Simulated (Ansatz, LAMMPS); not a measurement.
# Static equation of state of amorphous 62In2O3-38SiO2 (mol %) (89 atoms)

Density of this cell: 5.88 g/cm³. The cell holds 89 atoms: 26 In, 8 Si and 55 O. Its edges and angles: a = 10.323 Å, b = 10.524 Å, c = 10.638 Å, α = 89.2°, β = 91.3°, γ = 91.6°. The starting structure: 89 atoms (26 Sc, 8 Si, 55 O) placed at random at 3.2 g/cm³, melted at 5000 K for 10 ps at fixed volume with the Morse and Coulomb pair potential with partial charges (Pedone, Malavasi, Menziani, Cormack and Segre, J. Phys. Chem. B 110, 11780 (2006)). Quenched from 5000 K to 300 K at 50 K/ps and fixed volume, held 10 ps at zero pressure, then minimised at fixed cell. Then Sc was replaced by In and the cell scaled by 1.031 (the potential has no terms for the new elements, so the cell is a start for a DFT relaxation).

Calculated with Ansatz 0.2.0: Kohn-Sham DFT, r2SCAN, PAW (set soft_1), plane waves; cutoff 500 eV, Γ point, gaussian smearing of 0.025 eV. Cell and atoms were relaxed first, to V0 = 12.975 Å³ an atom at a residual P0 = 0.010 GPa. The cell was then scaled evenly, and the atoms were relaxed at each volume.

| volume (Å³/atom) | pressure (GPa) |
| --- | --- |
| 11.678 | ? |
| 12.197 | 5.339 |
| 12.586 | 2.513 |
| 13.365 | -2.405 |
| 13.754 | -4.646 |

Task: Fit the third-order Birch–Murnaghan equation to the rows given and extrapolate to the withheld row.

Worked fit:

Take the Eulerian strain f = ½[(V0/V)^(2/3) − 1] and the normalised pressure F = (P − P0) / [3f(1 + 2f)^(5/2)]. The third-order Birch–Murnaghan equation is then the line F = B0 + (3/2)B0(B′ − 4) f, so u = f and v = F.

```
      u = f  v = F (GPa)
  0.0210564      76.0877
  0.0102566      77.3064
-0.00975650      86.6631
 -0.0190504      89.7788
```

With n = 4: mean u = 6.2650e-4, mean v = 82.4590, Σ(u − ū)² = 0.0010051, Σ(u − ū)(v − v̄) = -0.36747. Slope b = -0.36747 / 0.0010051 = -365.60; intercept a = v̄ − b ū = 82.688.

So B0 = a = 82.7 GPa and B′ = 4 + 2b/(3a) = 1.05. At the withheld volume f = 0.03638, F = a + b f = 69.39 GPa, and P = P0 + 3f(1 + 2f)^(5/2) F.

Prediction at 11.678: 9.037 GPa. The run gave 8.960 GPa, so the fit is high by 0.077 GPa (0.86 % of the value).

Among the rows given, the largest miss of the fit is at 12.197, by 0.077 GPa (0.57 % of the range of the table).

Limits: Static cells at zero temperature; the cell shape is held. The program notes that the SCF threshold of these relaxations is loose for the stress. The quench rate of 50 K/ps is many orders above laboratory rates, so the cell is likely richer in defects and strain than a real sample. The network of bonds at the start is that of the classical potential that made the cell, and needn't be the one that DFT or experiment would give. Only the Γ point is sampled, in a cell whose shortest periodic width is 10 Å.

[Logs are printed without paths, hosts, clocks, repeated set-up lines and the standing remarks that a program may print on its own settings, such as how far it seeks lower states.]

[Hosts, paths, dates, database ids (printed as entryN), source tags and the programs' standing remarks are cut or masked in the printed files.]
